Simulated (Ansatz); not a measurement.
# MgSi (P4/mmm): a soft mode frozen in

Which phase does MgSi (P4/mmm) fall into along its unstable mode, and how much energy does it gain?

Calculated with Ansatz 0.2.0; DFT PBEsol, scalar-relativistic, plane waves, norm-conserving pseudopotentials.

This is a report of a sequence of runs, with most program output left out.

**1. Starting point**

Symmetry: P4/mmm, No. 123, tetragonal system. The conventional cell has a = 2.938 Å, b = 2.938 Å, c = 3.958 Å, α = 90.00°, β = 90.00°, γ = 90.00°. Mg has 8 Si at 2.87 Å and 4 Mg at 2.94 Å nearest. Si has 8 Mg at 2.87 Å and 4 Si at 2.94 Å nearest. Farther neighbours are not listed.

**2. Response at finite wavevector**

The cell comes from relaxations at this level that are not shown. Stability and thermal properties need the whole zone. Linear response on a 2×2×2 q mesh gives force constants as far as a supercell of that size would.

File input.yaml:

```yaml
crystal:
  lattice:
    - [2.9379161965, 0.0, 0.0]
    - [0.0, 2.9379161965, 0.0]
    - [0.0, 0.0, 3.9576587989]
  atoms:
    - { symbol: Mg, position: [0.0, 0.0, 0.0] }
    - { symbol: Si, position: [0.5, 0.5, 0.5] }
kpoints:
  mp_grid: { grid: [16, 16, 12] }
hamiltonian:
  xc: pbesol
  pseudopotentials: { kind: nc }
scf:
  occupations: { method: methfessel_paxton, width: 0.15 }
output:
  eigenvalues: true
phonons:
  method: dfpt
  qmesh: [2, 2, 2]
  temperatures: { t_max: 1000, t_step: 50 }
  qpath:
    path:
      - [[0.0, 0.0, 0.0], [0.0, 0.5, 0.0], [0.5, 0.5, 0.0], [0.0, 0.0, 0.0], [0.0, 0.0, 0.5], [0.0, 0.5, 0.5], [0.5, 0.5, 0.5], [0.0, 0.0, 0.5]]
      - [[0.0, 0.5, 0.0], [0.0, 0.5, 0.5]]
      - [[0.5, 0.5, 0.0], [0.5, 0.5, 0.5]]
    npoints: 10
```

Run with:

```console
> ansatz run input.yaml --threads 4 --pin off --max-ram 7168MiB --backend cpu --events-out ev --progress --plain --runs-dir out
```

The job ended after 3.7 min (4 threads of Arm Neoverse V2, shared host; peak memory 2 GiB; 14 min of CPU time).

This step gave:

```
volume per atom                                         : 17.08 Å³
gap on the k-mesh                                       : 0 eV
sum-rule residual before enforcement                    : 0.008976 eV/Å²
lowest frequency on the path                            : -150.9 cm⁻¹
point group                                             : 4/mmm
highest frequency on the path or at a solved wavevector : 333.6 cm⁻¹
highest optical mode at the zone centre (no LO-TO term) : 298.3 cm⁻¹
lowest optical zone-centre mode                         : 205.2 cm⁻¹
lowest mode on the q mesh (acoustic modes at Γ apart)   : -150.9 cm⁻¹
```

Frequencies (cm⁻¹) solved at each irreducible wavevector; negative means imaginary. Frequencies by wavevector, by row:

```
q in reciprocal lattice units  star  mode 1  mode 2  mode 3  mode 4  mode 5  mode 6
                        0 0 0     1       0       0       0   205.2   205.2   298.3
                     0 0 -0.5     1   112.6   112.6   141.2   141.2   223.5   233.8
                     0 -0.5 0     2   121.9   123.1   185.8   203.4   203.5   314.5
                  0 -0.5 -0.5     2  -133.3   127.3   148.6   208.5   265.7   333.6
                  -0.5 -0.5 0     1   -72.5   -72.5   195.9   222.4   305.5   305.5
               -0.5 -0.5 -0.5     1  -150.9  -150.9   192.8   263.3   292.9   292.9
```

Interpolated from a 2×2×2 q mesh, rough between the solved points. The phonon branches at the labelled points (cm⁻¹):

```
    point  branch 1  branch 2  branch 3  branch 4  branch 5  branch 6
        Γ         0         0         0       205       205       298
  halfway        86       107       113       196       256       273
        X       122       123       186       203       204       314
  halfway        36       118       200       213       240       311
        M       -72       -72       196       222       306       306
  halfway        78       134       144       236       255       260
        Γ         0         0         0       205       205       298
  halfway        60        60       130       184       184       282
        Z       113       113       141       141       224       234
  halfway       -71       132       134       189       251       281
        R      -133       127       149       208       266       334
  halfway      -143       -18       226       230       232       319
        A      -151      -151       193       263       293       293
  halfway      -101        74       190       231       243       283
        Z       113       113       141       141       224       234
jump to X       122       123       186       203       204       314
  halfway       -72       125       168       208       245       323
        R      -133       127       149       208       266       334
jump to M       -72       -72       196       222       306       306
  halfway      -117      -117       194       244       299       299
        A      -151      -151       193       263       293       293
```

Symmetry leaves 6 wavevectors to solve. The lowest mode among them, the acoustic zeros apart, lies at q = (-0.5, -0.5, -0.5) and is imaginary, 150.9i cm⁻¹, so the energy falls along it.

**3. The mode frozen in, largest atomic shift 0 Å**

The mode followed lies at q = (-0.5, -0.5, -0.5) with frequency 150.9i cm⁻¹ and is 2-fold degenerate, the softest among the wavevectors solved. At small amplitude the distorted cell has space group no. 74 by a symmetry search on the positions. The undistorted cell that holds it gives the zero of energy on the same k mesh.

System of this step: MgSi. The structure is tetragonal, space group P4/mmm (No. 123). The conventional cell has a = 2.938 Å, b = 2.938 Å, c = 3.958 Å, α = 90.00°, β = 90.00°, γ = 90.00°. Nearest to Mg lie 8 Si at 2.87 Å and 4 Mg at 2.94 Å. Nearest to Si lie 8 Mg at 2.87 Å and 4 Si at 2.94 Å. Farther neighbours are not listed.

input.yaml, the sections that differ from step 2:

```yaml
crystal:
  lattice:
    - [-2.9379161965, -2.9379161965, 0.0]
    - [-2.9379161965, 2.9379161965, 0.0]
    - [-2.9379161965, 0.0, -3.9576587989]
  atoms:
    - { symbol: Mg, position: [1.0, 0.0, 0.0] }
    - { symbol: Mg, position: [0.5, 0.5, 0.0] }
    - { symbol: Si, position: [0.25, 0.75, 0.5] }
    - { symbol: Si, position: [0.75, 0.25, 0.5] }
kpoints:
  mp_grid: { grid: [10, 10, 10] }
output:
  forces: true
  stress: true
  eigenvalues: true
# hamiltonian, scf: as in step 2
# phonons: removed
```

Elapsed: 4.3 s, on 4 threads; peak memory 0.7 GiB.

Numbers from this step:

```
pressure                         : -0.04493 GPa
energy from the undistorted cell : 0 meV/atom
```

The run ends at a pressure of -0.04 GPa.

**4. The mode frozen in, largest atomic shift 0.08 Å**

The atoms are moved along the unstable eigenvector, the largest shift by 0.08 Å, with the cell fixed.

input.yaml, the sections that differ from step 3:

```yaml
crystal:
  lattice:
    - [-2.9379161965, -2.9379161965, 0.0]
    - [-2.9379161965, 2.9379161965, 0.0]
    - [-2.9379161965, 0.0, -3.9576587989]
  atoms:
    - { symbol: Mg, position: [1.0, 0.0, 0.0] }
    - { symbol: Mg, position: [0.5, 0.5, 0.0] }
    - { symbol: Si, position: [0.25, 0.7692546481, 0.5] }
    - { symbol: Si, position: [0.75, 0.2307453519, 0.5] }
# kpoints, hamiltonian, scf, output: as in step 3
```

Run time: 7.1 s. Hardware: 4 threads; peak memory 0.89 GiB; 28 s of CPU time.

Numbers from this step:

| Quantity | Value |
| --- | --- |
| pressure | 0.1874 GPa |
| energy from the undistorted cell | -0.619 meV/atom |

The energy, extrapolated to zero smearing, is -0.62 meV/atom against the undistorted cell.

The run ends at a pressure of 0.19 GPa, with forces up to 0.017 eV/Å.

**5. Energy along the mode, all amplitudes (two of the runs are shown above)**

An imaginary frequency means negative curvature, so the energy should fall and then rise again as anharmonic terms take over.

Numbers from this step:

```yaml
depth_at_the_lowest_point_sampled: 0.619 meV/atom
largest_atomic_shift_at_that_point: 0.08 Å
```

Energy from the parent against largest atomic shift:

```
largest atomic shift (Å)  energy from the parent (meV/atom)
                  0.0000                                  0
                  0.0400                              -0.22
                  0.0800                             -0.619
                  0.1400                             -0.022
                  0.2200                               8.61
```

Displacement at unit largest shift by atom:

```
atom   x (Å)   y (Å)  z (Å)   size
 Mg1   0.000   0.000  0.000  0.000
 Mg2   0.000   0.000  0.000  0.000
 Si3  -0.707   0.707  0.000  1.000
 Si4   0.707  -0.707  0.000  1.000
```

The lowest of the steps tried is at 0.08 Å, 0.619 meV/atom below the parent; the bottom of the well need not coincide with a step.

**6. Relaxation from the frozen mode**

Starting from the lowest point found, all atoms and the cell are let go, so that strain and other modes of the same symmetry can join in.

Changes to input.yaml since step 4:

```diff
@@ -21 +21,6 @@
   eigenvalues: true
+relax:
+  adjacent_minimum: "off"
+  f_tol: 0.002
+  max_steps: 120
+  cell: { stress_tol: 0.03 }
```

Elapsed: 74 s, on 4 threads; peak memory 0.97 GiB; 4.9 min of CPU time.

Step by step:

```
step  energy less that of the first step (eV)  largest force component (eV/Å)  pressure (GPa)  volume (Å³)
   1                                   0.0000                          0.0123            0.19        68.32
   2                                  -0.0011                          0.0297           -0.12        68.57
   3                                  -0.0024                          0.0399           -0.16        68.64
   4                                  -0.0026                          0.0190            0.10        68.79
   5                                  -0.0054                          0.0192           -0.01        68.76
   6                                  -0.0070                          0.0016            0.03        69.05
   7                                  -0.0071                          0.0016            0.01        69.10
   8                                  -0.0071                          0.0001           -0.01        69.11
  9*                                  -0.0073                          0.0001            0.01        69.11
```

Relaxation steps marked * repeat the geometry before them on a plane-wave basis chosen anew for their cell, so energy and pressure can jump there.

Forces are held to the 8 operations that the run works with; a distortion that breaks them can't arise in this run.

```
conventional cell, symmetrised  before  after  change
                         a (Å)   4.155  4.085  -1.7 %
                         b (Å)   7.915  8.037  +1.5 %
                         c (Å)   4.155  4.211  +1.4 %
              volume (Å³/atom)   17.08  17.28  +1.2 %
```

The atoms that moved most (Å, as changes of fractional coordinates times the final cell):

```
atom      dx      dy     dz  length
 Si3  -0.057   0.057  0.000   0.081
 Si4   0.057  -0.057  0.000   0.081
```

The relaxed structure:

```cif
data_structure
_symmetry_space_group_name_H-M 'P 1'
_symmetry_Int_Tables_number 1
_cell_length_a 4.0845
_cell_length_b 4.2110
_cell_length_c 4.9750
_cell_angle_alpha 64.962
_cell_angle_beta 65.764
_cell_angle_gamma 90.000
_cell_volume 69.11
loop_
_atom_site_label
_atom_site_type_symbol
_atom_site_fract_x
_atom_site_fract_y
_atom_site_fract_z
_atom_site_occupancy
Mg1 Mg 0.00000 0.00000 0.00000 1
Mg2 Mg 0.50000 0.50000 0.00000 1
Si3 Si 0.25000 0.78848 0.50000 1
Si4 Si 0.75000 0.21152 0.50000 1
```

This step gave:

* pressure: 0.009723 GPa
* volume per atom: 17.28 Å³

The distorted start has space group Imma; the relaxation ends in Imma.

**7. The new phase in its own primitive cell**

The relaxed structure is symmetrised, reduced to its primitive cell and relaxed tightly, as its phonons need.

input.yaml, the sections that differ from step 6:

```yaml
crystal:
  lattice:
    - [-2.0422544641, 4.0183244125, 2.1054948072]
    - [2.0422544641, -4.0183244125, 2.1054948072]
    - [2.0422544641, 4.0183244125, -2.1054948072]
  atoms:
    - { symbol: Mg, position: [0.0, 0.0, 0.0] }
    - { symbol: Mg, position: [0.5, 0.0, 0.5] }
    - { symbol: Si, position: [0.2884844047, 0.5384844047, 0.75] }
    - { symbol: Si, position: [0.7115155953, 0.4615155953, 0.25] }
kpoints:
  mp_grid: { grid: [14, 14, 14] }
relax:
  adjacent_minimum: "off"
  f_tol: 0.001
  max_steps: 60
  cell: { stress_tol: 0.01 }
# hamiltonian, scf, output: as in step 6
```

Run time: 2.4 min. Hardware: 4 threads; peak memory 1.8 GiB; 9.4 min of CPU time.

Step by step:

```
step  energy less that of the first step (eV)  largest force component (eV/Å)  pressure (GPa)  volume (Å³)
   1                                   0.0000                          0.0282            0.03        69.11
   2                                  -0.0002                          0.0069            0.02        69.06
   3                                  -0.0002                          0.0023            0.00        69.07
   4                                  -0.0002                          0.0015           -0.01        69.05
   5                                  -0.0003                          0.0008            0.00        69.03
   6                                  -0.0003                          0.0000            0.00        69.03
  7*                                  -0.0003                          0.0000            0.00        69.03
```

Relaxation steps marked * repeat the geometry before them on a plane-wave basis chosen anew for their cell, so energy and pressure can jump there.

Forces are held to the 8 operations that the run works with; a distortion that breaks them can't arise in this run.

```
conventional cell, symmetrised  before  after  change
                         a (Å)   4.085  4.087  +0.1 %
                         b (Å)   8.037  8.036  -0.0 %
                         c (Å)   4.211  4.203  -0.2 %
              volume (Å³/atom)   17.28  17.26  -0.1 %
```

The atoms that moved most (Å, as changes of fractional coordinates times the final cell):

```
atom     dx     dy      dz  length
 Si4  0.000  0.000   0.010   0.010
 Si3  0.000  0.000  -0.010   0.010
```

Final coordinates:

```xyz
4
Lattice="-2.0435 4.0182 2.1016 2.0435 -4.0182 2.1016 2.0435 4.0182 -2.1016" Properties=species:S:1:pos:R:3 pbc="T T T"
Mg    0.0000    0.0000    0.0000
Mg    0.0000    4.0182    0.0000
Si    2.0435    2.0091    0.1516
Si    0.0000    2.0091    1.9500
```

This step gave:

| Quantity | Value |
| --- | --- |
| pressure | -0.001359 GPa |
| volume per atom | 17.26 Å³ |

The largest force component left is 0.0095 meV/Å and the pressure is -0.001 GPa, within the tolerances set. The cell now holds 17.26 Å³/atom.

**8. Modes of the new phase, k-mesh 14×14×14**

A relaxed structure may still be a saddle point, so its zone-centre modes are computed. No field response is asked, since the mesh shows no gap.

input.yaml, the sections that differ from step 7:

```yaml
crystal:
  lattice:
    - [-2.04347529, 4.0182211807, 2.1015884712]
    - [2.04347529, -4.0182211807, 2.1015884712]
    - [2.04347529, 4.0182211807, -2.1015884712]
  atoms:
    - { symbol: Mg, position: [0.0, 0.0, 0.0] }
    - { symbol: Mg, position: [0.5, 0.0, 0.5] }
    - { symbol: Si, position: [0.2860673475, 0.5360673475, 0.75] }
    - { symbol: Si, position: [0.7139326525, 0.4639326525, 0.25] }
output:
  eigenvalues: true
phonons:
  method: dfpt
# kpoints, hamiltonian, scf: as in step 7
# relax: removed
```

It took 9.1 min on 4 threads; peak memory 4.4 GiB.

Numbers from this step:

```yaml
sum_rule_residual_before_enforcement: 8.61e-4 eV/Å²
point_group: mmm
highest_optical_mode_at_the_zone_centre_no_lo_to_term: 331.0 cm⁻¹
lowest_optical_zone_centre_mode: 114.8 cm⁻¹
```

Patterns of degenerate modes are one choice out of their space. The modes at Γ (shares of kinetic energy by element, %):

```
mode  frequency (cm⁻¹)  symmetry  Mg %  Si %
   1               0.0  acoustic    46    54
   2               0.0  acoustic    46    54
   3               0.0  acoustic    46    54
   4             114.8       B2g     0   100
   5             120.3       B1u    76    24
   6             179.9        Ag     0   100
   7             197.7       B3u    54    46
   8             239.7       B1u    78    22
   9             257.9       B2u    79    21
  10             258.8       B3g     0   100
  11             290.8        Au   100     0
  12             331.0       B2u    75    25
```

Displacements in mode 4 (114.8 cm⁻¹), the largest set to 1:
```
Mg1  0.00  0.00  0.00
Mg2  0.00  0.00  0.00
Si3  1.00  0.00  0.00
Si4 -1.00  0.00  0.00
```

Displacements in mode 9 (257.9 cm⁻¹), the largest set to 1:
```
Mg1  0.00 -0.67  1.00
Mg2  0.00 -0.67 -1.00
Si3  0.00  0.58  0.00
Si4  0.00  0.58  0.00
```

Before it was imposed, the acoustic sum rule was missed by 8.6e-4 eV/Å². Small misses are needed for a sound result but don't prove that mesh and cutoff are converged. The lowest optical mode is real, 115 cm⁻¹.

**9. Outcome**

```
unstable mode of the parent                                                      : q = (-0.5, -0.5, -0.5), 151i cm⁻¹
depth at the lowest point sampled                                                : 0.619 meV/atom
largest atomic shift at that point                                               : 0.08 Å
space group reached (within 0.01 Å)                                              : Imma
energy gained over the parent (first relaxation, on the mesh of the frozen mode) : 2.48 meV/atom
volume per atom, phase reached                                                   : 17.3 Å³
lowest optical zone-centre mode, phase reached                                   : 115 cm⁻¹
highest optical mode at the zone centre (no LO-TO term), phase reached           : 331 cm⁻¹
```

Along this mode the structure falls into Imma, 2.48 meV/atom below the parent. At the parent's cell the well is 0.619 meV/atom deep on the steps tried, with its lowest point at a shift of 0.08 Å. Relaxing atoms and cell changes the gain by +1.86 meV/atom against the lowest step (energies at zero smearing). Most of the total comes from this relaxation. The new phase has no imaginary mode at the zone centre of its cell; other wavevectors were not checked. How so shallow a well moves with the k mesh was not tested. Of the 4 patterns followed to their end from this parent, this one ends 29.9 meV/atom above the lowest, Cmmm. Another end point lies within 1 meV/atom; how such a difference moves with mesh and cutoff was not tested. Each path keeps the symmetry of its pattern, so a lower phase may lie along a pattern not tried. The q mesh stands for a supercell only 5.9 Å across, so branches between the solved wavevectors are rough. With no gap, or one that is small against the smearing, the frequencies hang on the k mesh and the smearing, most of all near Kohn anomalies.

[Logs are printed without paths, hosts, clocks, repeated set-up lines and the standing remarks that a program may print on its own settings, such as how far it seeks lower states.]

[Hosts, paths, dates, database ids (printed as entryN), source tags and the programs' standing remarks are cut or masked in the printed files.]
